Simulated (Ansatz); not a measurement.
# Which metal contacts 1T-SnO2? The Schottky-Mott estimate

If a metal and one layer of 1T-SnO2 lined up by their vacuum levels alone, the barrier for electrons would be the work function less the affinity, and that for holes the ionisation energy less the work function. What does that give for common contact metals?

**Method.** Ansatz 0.2.0, plane waves with PAW datasets (its set soft_2), PBE. Layers: cell and atoms relaxed with a dispersion term, band edges read against the vacuum level. Here the gap is 2.68 eV, the ionisation energy 8.35 eV and the affinity 5.67 eV. Metals: relaxed slabs of 7 layers at the tabulated experimental lattice constant, Fermi-Dirac smearing of 0.1 eV, Ni with spin. Labels allow 0.1 eV either way.

The runs side by side:

| metal | work function (eV) | barrier for electrons (eV) | barrier for holes (eV) | by the rule |
| --- | --- | --- | --- | --- |
| Sc(0001) | 3.59 | −2.08 | 4.76 | no barrier for electrons |
| Al(111) | 4.03 | −1.64 | 4.32 | no barrier for electrons |
| Hf(0001) | 4.33 | −1.34 | 4.02 | no barrier for electrons |
| Ti(0001) | 4.37 | −1.30 | 3.98 | no barrier for electrons |
| Ag(111) | 4.49 | −1.18 | 3.86 | no barrier for electrons |
| Mo(110) | 4.56 | −1.11 | 3.79 | no barrier for electrons |
| Cu(111) | 4.82 | −0.85 | 3.53 | no barrier for electrons |
| W(110) | 4.84 | −0.83 | 3.51 | no barrier for electrons |
| Ru(0001) | 5.01 | −0.66 | 3.34 | no barrier for electrons |
| Ni(111) | 5.06 | −0.61 | 3.29 | no barrier for electrons |
| Pd(111) | 5.24 | −0.43 | 3.11 | no barrier for electrons |
| Au(111) | 5.27 | −0.40 | 3.08 | no barrier for electrons |
| Pt(111) | 5.71 | 0.04 | 2.64 | at the conduction edge |

**Reading.** By the rule the Fermi level lies over the conduction edge for 12, inside the gap for 1 and under the valence edge for 0 of the 13 metals. The middle of the gap lies 7.01 eV under the vacuum level: metals with a smaller work function favour electrons, those with a larger one holes. Worked for Cu(111): 4.82 − 5.67 = −0.85 eV and 8.35 − 4.82 = 3.53 eV, which add up to the gap, 2.68 eV.

What the numbers leave out: This is the limit without any interaction. A real contact lowers the metal's work function by compressing its electron tail, moves charge and can pin the Fermi level, so barriers at bonded contacts depend far less on the metal; van der Waals contacts come nearer to the rule. The layer is built from a prototype, and its stability was not tested. PBE gaps usually lie under quasiparticle gaps, which makes the two barriers together too small, and a missing barrier can be an artefact of that. Spin-orbit coupling is left out. The table is a selection: not every member that was run is listed.
